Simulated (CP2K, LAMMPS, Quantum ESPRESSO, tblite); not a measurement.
# How far do other methods lie from plane waves? Amorphous 83SiO2-17PbO (mol %) (150 atoms)

One geometry of amorphous 83SiO2-17PbO (mol %) (150 atoms) is solved by several programs and methods. How far do their forces lie from a plane-wave PBE run?

Results are calculated, not measured.

## Step 1: The structure

The cell holds 150 atoms (44 Si, 9 Pb and 97 O), with edges of 12.94, 12.94 and 12.94 Å. Recipe: 150 atoms (44 Si, 9 Sr, 97 O) placed at random at 2.63 g/cm³, melted at 5000 K for 10 ps at fixed volume with the Morse and Coulomb pair potential with partial charges (Pedone, Malavasi, Menziani, Cormack and Segre, J. Phys. Chem. B 110, 11780 (2006)). Quenched from 5000 K to 300 K at 50 K/ps and fixed volume, held 10 ps at zero pressure, then minimised at fixed cell. Then Sr was replaced by Pb and the cell scaled by 1.008 (the potential has no terms for the new elements, so the cell is a start for a DFT relaxation). The density is 3.56 g/cm³.

## Step 2: The reference input

Quantum ESPRESSO 7.5: Kohn-Sham DFT, PBE, SSSP efficiency 1.3.0 pseudopotentials, plane waves. Its input, pw.in:

```
&control
  calculation = 'scf'
  pseudo_dir = './pseudo'
  outdir = './tmp'
  disk_io = 'none'
  tprnfor = .true.
  tstress = .true.
/
&system
  ibrav = 0
  nat = 150
  ntyp = 3
  ecutwfc = 60
  ecutrho = 480
  nosym = .true.
  occupations = 'smearing'
  smearing = 'fd'
  degauss = 0.003675
/
&electrons
  conv_thr = 7.5e-07
  electron_maxstep = 100
  mixing_beta = 0.4
  mixing_mode = 'plain'
  diagonalization = 'david'
/
ATOMIC_SPECIES
Si 28.085 Si.upf
Pb 207.200 Pb.upf
O 15.999 O.upf
CELL_PARAMETERS angstrom
12.94388 0.00000 0.00000
0.00000 12.94388 0.00000
0.00000 0.00000 12.94388
ATOMIC_POSITIONS crystal
Si 0.70615 0.27721 0.34565
Si 0.82718 0.00327 0.13705
Si 0.42606 0.18984 0.03425
Si 0.85075 0.00121 0.37817
[... 144 atom lines left out ...]
O 0.65949 0.57086 0.19256
O 0.45703 0.53515 0.62539
K_POINTS gamma
```

```console
$ OMP_NUM_THREADS=1 pw.x -in pw.in > output.txt
```

The job ended after 53 min (1 thread of Arm Neoverse V2, shared host; peak memory 9.1 GiB).

It converged with an r.m.s. force component of 0.90 eV/Å and a pressure of 1.1 GPa.

Its highest filled and lowest empty levels lie 1.93 eV apart on its k-points.

## Step 3: The other programs

- CP2K 2026.2: Gaussian basis with GTH pseudopotentials and a plane-wave density; labels give functional, basis (MOLOPT sets; SR short-range, UZH the newer set with its own potentials), grid cutoff/relative cutoff and solver (OT: orbital transformation; TRS4, TC2, SIGN: linear-scaling purification with its sparsity filter), or its built-in tight binding.
- tblite 0.8.0: extended tight binding, driven from Python.

All use the same cell and atoms, and the electronic-structure runs the same k-mesh.

## Step 4: Side by side

Differences are against the reference: forces as r.m.s. over components, share as that over the reference's r.m.s. force, slope as the fitted ratio of a run's forces to the reference's.

```
                                                 run  Δ force, r.m.s. (meV/Å)  share (%)  slope  Δ pressure (GPa)  Δ gap (eV)  cores  CPU time  memory (GiB)
                                           reference                        -          -      -                 -           -      1    53 min           9.1
                              CP2K GFN1-xTB, OT DIIS                      491       54.8  0.849             0.095           -      2      14 s           0.5
 CP2K PBE, DZVP-MOLOPT (SR for Pb), 600/50 Ry, OT CG                      104       11.6  0.950            -0.690      -0.141      4    50 min           4.7
 CP2K PBE, DZVP-MOLOPT-SR, 210/50 Ry, OT CG (coarse)                      175       19.5  0.979             0.220      -0.148      2    15 min           1.2
 CP2K PBE, DZVP-MOLOPT-SR, 600/20 Ry, OT CG (coarse)                      131       14.6  0.972             0.624      -0.148      4    13 min           4.6
CP2K PBE, DZVP-MOLOPT-SR, 600/50 Ry, diagonalisation                     99.1       11.0  0.982            -0.107      -0.149      4   8.9 min           7.6
  CP2K PBE, SZV-MOLOPT-SR, 600/50 Ry, OT CG (coarse)                     1051        117  1.713              19.7      -0.846      2    13 min           2.7
                                     tblite GFN1-xTB                      545       60.7  0.572              3.40           -      1     7.7 s          0.18
```

Rows marked coarse were listed beforehand as settings not expected to be converged; some can still land near the reference.

CPU time is summed over cores on shared hosts, so it is rough.

## Step 5: What came out

Forces lie from 11 % (CP2K PBE, DZVP-MOLOPT-SR, 600/50 Ry, diagonalisation) to 117 % (CP2K PBE, SZV-MOLOPT-SR, 600/50 Ry, OT CG, coarse) of the reference's r.m.s. force of 0.90 eV/Å away from it. The PBE runs in local orbitals, coarse settings apart, differ by 11 % (CP2K PBE, DZVP-MOLOPT-SR, 600/50 Ry, diagonalisation) to 12 % (CP2K PBE, DZVP-MOLOPT (SR for Pb), 600/50 Ry, OT CG); basis, grid and potentials can all enter. Tight binding differs by 55 % (CP2K GFN1-xTB, OT DIIS) to 61 % (tblite GFN1-xTB); it is another model, with fitted parameters of its own, and the xTB methods hold dispersion. Runs with settings chosen to be coarse differ by 15 % (CP2K PBE, DZVP-MOLOPT-SR, 600/20 Ry, OT CG) to 117 % (CP2K PBE, SZV-MOLOPT-SR, 600/50 Ry, OT CG), their programs' other errors included.

From CP2K PBE, DZVP-MOLOPT-SR, 210/50 Ry, OT CG to the finer CP2K PBE, DZVP-MOLOPT-SR, 600/50 Ry, diagonalisation the share falls from 20 to 11 %. Pressures at PBE, coarse settings apart, lie -0.69 to -0.11 GPa from the reference's. Gaps at PBE, coarse settings apart, lie -0.15 to -0.14 eV from the reference's.

**Limits.** Periodic xTB results under one method name differ between programs and library versions. The potentials hold different valence shells: 884 electrons in the reference, 794 in CP2K with SZV-MOLOPT-SR; this bears on time and differences. The reference's pressure holds the uncorrected Pulay stress of its 60 Ry basis, so small pressure differences may be the reference's own error. The quench rate of 50 K/ps is many orders above laboratory rates, so the cell is likely richer in defects and strain than a real sample. The network of bonds at the start is that of the classical potential that made the cell, and needn't be the one that DFT or experiment would give. The electronic-structure runs sample only Γ, in a cell whose shortest periodic width is 13 Å. Spin–orbit coupling is left out, which matters for the levels of the heavy elements. Where levels are smeared, the DFT runs use Fermi–Dirac occupations at 580 K (0.05 eV), and energies are free energies. The reference's cutoffs and mesh weren't converged further here.

[Logs are printed without paths, hosts, clocks, repeated set-up lines and the standing remarks that a program may print on its own settings, such as how far it seeks lower states.]

[Hosts, paths, dates, database ids (printed as entryN), source tags and the programs' standing remarks are cut or masked in the printed files.]

[Cells were taken only where this reference lay near another plane-wave run.]
